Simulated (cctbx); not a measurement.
## Reading a Patterson map

Space group I4/mcm (no. 140), a = 7.2270 Å, b = 7.2270 Å, c = 7.1260 Å, α = 90.00°, β = 90.00°, γ = 90.00°, content In8 Cu16 Li4.

The data are simulated with cctbx, not measured: Cu Kα, λ = 1.54184 Å, to d = 0.83 Å, 95 % of the full sphere, strongest reflection 40000 counts, noise from counting, a 4 % proportional error and a noise floor of 8 counts (s.d.); no absorption.

Patterson synthesis, origin scaled to 1000:

```text
Patterson group I 4/m m m
      u       v       w   height  length (A)
  0.000   0.000   0.000   1000.0     0.00
  0.000   0.000   0.332    756.4     2.37
  0.000   0.280   0.500    454.8     4.10
  0.000   0.288   0.168    366.5     2.40
  0.221   0.221   0.500    200.1     4.22
  0.213   0.213   0.167    171.4     2.48
  0.000   0.047   0.168     -6.9     1.24
  0.000   0.059   0.500     -9.7     3.59
  0.000   0.143   0.077    -13.1     1.17
  0.000   0.197   0.337    -14.4     2.79
  0.128   0.128   0.000    -14.7     1.31
  0.042   0.132   0.257    -15.8     2.09
  0.000   0.310   0.000    -19.9     2.24
  0.149   0.372   0.000    -20.1     2.90
```

Q: Assign the vectors.

A peak at u stands for all pairs with xi − xj = u, with weight Σ ZiZj against Σ Z² = 32700 at the origin. Peak heights follow these weights only roughly, since form factors, motion and series ripples differ, all vectors within 0.55 Å of a peak are counted as merged into it though the farther ones add only part of their weight, and F(000) is left out, which lowers the whole map:

| u | v | w | shortest length (Å) | height | 1000 ΣZiZj/ΣZ² | pairs in the cell |
| --- | --- | --- | --- | --- | --- | --- |
| 0.000 | 0.000 | 0.332 | 2.37 | 756 | 901 | 16 × In–Cu, 8 × Cu–Cu |
| 0.000 | 0.280 | 0.500 | 3.95 | 455 | 499 | 4 × In–In, 8 × Cu–Cu |
| 0.000 | 0.288 | 0.168 | 2.40 | 366 | 451 | 8 × In–Cu, 4 × Cu–Cu |
| 0.221 | 0.221 | 0.500 | 2.85 | 200 | 250 | 2 × In–In, 4 × Cu–Cu |
| 0.213 | 0.213 | 0.167 | 2.48 | 171 | 225 | 4 × In–Cu, 2 × Cu–Cu |

The table stops at ten peaks or at a height of 45, below which ripples compete. In the model behind the data In, the heaviest element, has 1 independent site: (0.1348, 0.3652, 1/2), up to an allowed shift of origin; the In–In vectors are differences of these positions and their symmetry mates. The whole model:

| atom | mult. | x | y | z | Ueq (Å²) |
| --- | --- | --- | --- | --- | --- |
| In1 | 8 | 0.1348 | 0.3652 | 1/2 | 0.0199 |
| Cu1 | 16 | 0.6510 | 0.1510 | 0.1696 | 0.0195 |
| Li1 | 4 | 0 | 0 | 3/4 | 0.0485 |

The model is made up (kin elements in a known structure type, no relaxation), so it says nothing on whether the phase exists.

[Logs are printed without paths, hosts, clocks, repeated set-up lines and the standing remarks that a program may print on its own settings, such as how far it seeks lower states.]
